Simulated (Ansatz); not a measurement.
# Fitting and testing ρ(T) of Ho (P6_3/mmc)

Aim: condense the phonon-limited resistivity of Ho (P6_3/mmc) into a transport Debye temperature and an amplitude, and test the fit on a temperature held back.

The resistivities were computed with Ansatz 0.2.0 (DFT PBE, scalar-relativistic, plane waves, norm-conserving pseudopotentials, 4f of the trivalent lanthanide in the core) from the linearised Boltzmann equation with harmonic phonons, on q 3×3×3, k 12×12×6, scattering 18×18×12; the fit below is done by hand on them.

Experimental background.

For Ho (bulk crystal), “CRC Handbook of Chemistry and Physics, 84th edition, Electrical Resistivity of Pure Metals” (2003, CRC Press, section 12, read from Wikipedia's data page) quotes earlier work: resistivity at 295 K 81.4 μΩ cm.

### 1. What is given

It takes space group P6_3/mmc (No. 194, hexagonal). Conventional cell: a = 3.592 Å, b = 3.592 Å, c = 5.561 Å, α = 90.00°, β = 90.00°, γ = 120.00°. Ho on site c is surrounded by 12 Ho at 3.47 to 3.59 Å.

This is the relaxed cell of the run, from steps not shown here.

The mean resistivity of the three axes from 50 to 800 K, with one row held back; the colder rows stay outside the fit and test it at the end:

```tsv
T (K)	ρ (μΩ cm)
50	6.100
80	12.51
100	16.55
150	26.24
200	35.72
273	49.45
300	54.54
400	73.45
500	92.48
600	?
800	150.2
```

The resistivity is not converged: the component that moves most changes by 11 % between the two finest meshes at 300 K.

### 2. The fit

Bloch and Grüneisen's form is ρ(T) = A (T/Θ)⁵ J₅(Θ/T), with J₅(z) the integral of x⁵/((eˣ − 1)(1 − e⁻ˣ)) from 0 to z. It goes as T⁵ far below Θ and as A T/(4Θ) far above. For a trial Θ the best A is the geometric mean of ρ/[(T/Θ)⁵ J₅] over the rows, and the scatter of that ratio measures the fit:

```tsv
Θ (K)	A (μΩ cm)	scatter (%)
86	60.47	7.6
114	81.99	4.2
128	93.30	2.3
142	105.0	0.7
156	117.2	2.4
178	137.5	6.4
212	171.7	13.1
```

The scatter is least at Θ = 142 K, with A = 105.0 μΩ cm (0.7 % r.m.s.).

```tsv
T (K)	computed	fit
50	6.100	6.097
80	12.51	12.48
100	16.55	16.57
150	26.24	26.40
200	35.72	35.97
273	49.45	49.73
300	54.54	54.79
400	73.45	73.45
500	92.48	92.05
800	150.2	147.7
```

### 3. The row held back

At T = 600 K, Θ/T = 0.237, J₅ = 7.82e-4 and (T/Θ)⁵ = 1347, so the fit gives 110.6 μΩ cm. The computed value is 111.7 μΩ cm: the fit is off by -0.98 %. Outside its range, at 20 K, it gives 0.523 against 0.481 μΩ cm computed, 1.09 times that; at that temperature the run's own test moves by 18 % between meshes in the component that moves most. Among the rows used, the largest miss is -1.7 %, at 800 K.

### 4. Reading Θ and A

Θ = 142 K is 1.46 times ħω_log/k_B (97 K) and 0.86 of the highest phonon frequency (166 K). The high-temperature slope of the fit, A/(4Θ), is 0.185 μΩ cm/K. The same slope from the run's transport coupling and plasma energy, 2π k_B λ_tr/(ħ ε₀ ω_p²) with λ_tr = 0.746, 0.746, 0.738 (xx, yy, zz) and ħω_p = 3.61, 3.61, 5.36 (xx, yy, zz) eV, is 0.188 μΩ cm/K in the mean of the axes, +1.6 % from it. For comparison, the computed rows rise by 0.192 μΩ cm/K between the two hottest.

### 5. Outcome

```
Θ                                            : 142 K
A                                            : 105.0 μΩ cm
scatter of the fit                           : 0.7 %
held-back row at 600 K, fit against computed : 110.6 against 111.7 μΩ cm
```

**Reading.** Two numbers, Θ = 142 K and A = 105 μΩ cm, hold the computed ρ(T) from 50 to 800 K within 0.67 % r.m.s. and predict the held-back row within 0.98 %. By the run's own test the resistivity at 300 K moves by 11 % between its two finest scattering meshes, in the component that moves most. The mean hides an anisotropy: at 300 K the components are 66.6, 66.6, 30.4 (xx, yy, zz) μΩ cm. The 4f electrons are frozen in the core, and scattering by their moments is left out. Spin–orbit coupling is left out. The fit describes the calculation: impurities, thermal expansion, changes of phase and anharmonicity are in neither.

Computed beside measured:

```
                                                                                                                                                   quantity  measured  q 3×3×3, fine 18×18×12
resistivity at 295 K (computed: phonon part alone; the measured value holds the sample's residual resistivity and scattering by disordered moments) (μΩ cm)      81.4         53.59 (-34.2 %)
```

Measured values from CRC Press, section 12, read from Wikipedia's data page (2003).

How well it matches: The resistivity at 295 K is off by -34.2 %. The magnetic state of these runs (no moments) need not be that of the sample, so the match is not graded.

[Logs are printed without paths, hosts, clocks, repeated set-up lines and the standing remarks that a program may print on its own settings, such as how far it seeks lower states.]

[Hosts, paths, dates, database ids (printed as entryN), source tags and the programs' standing remarks are cut or masked in the printed files.]
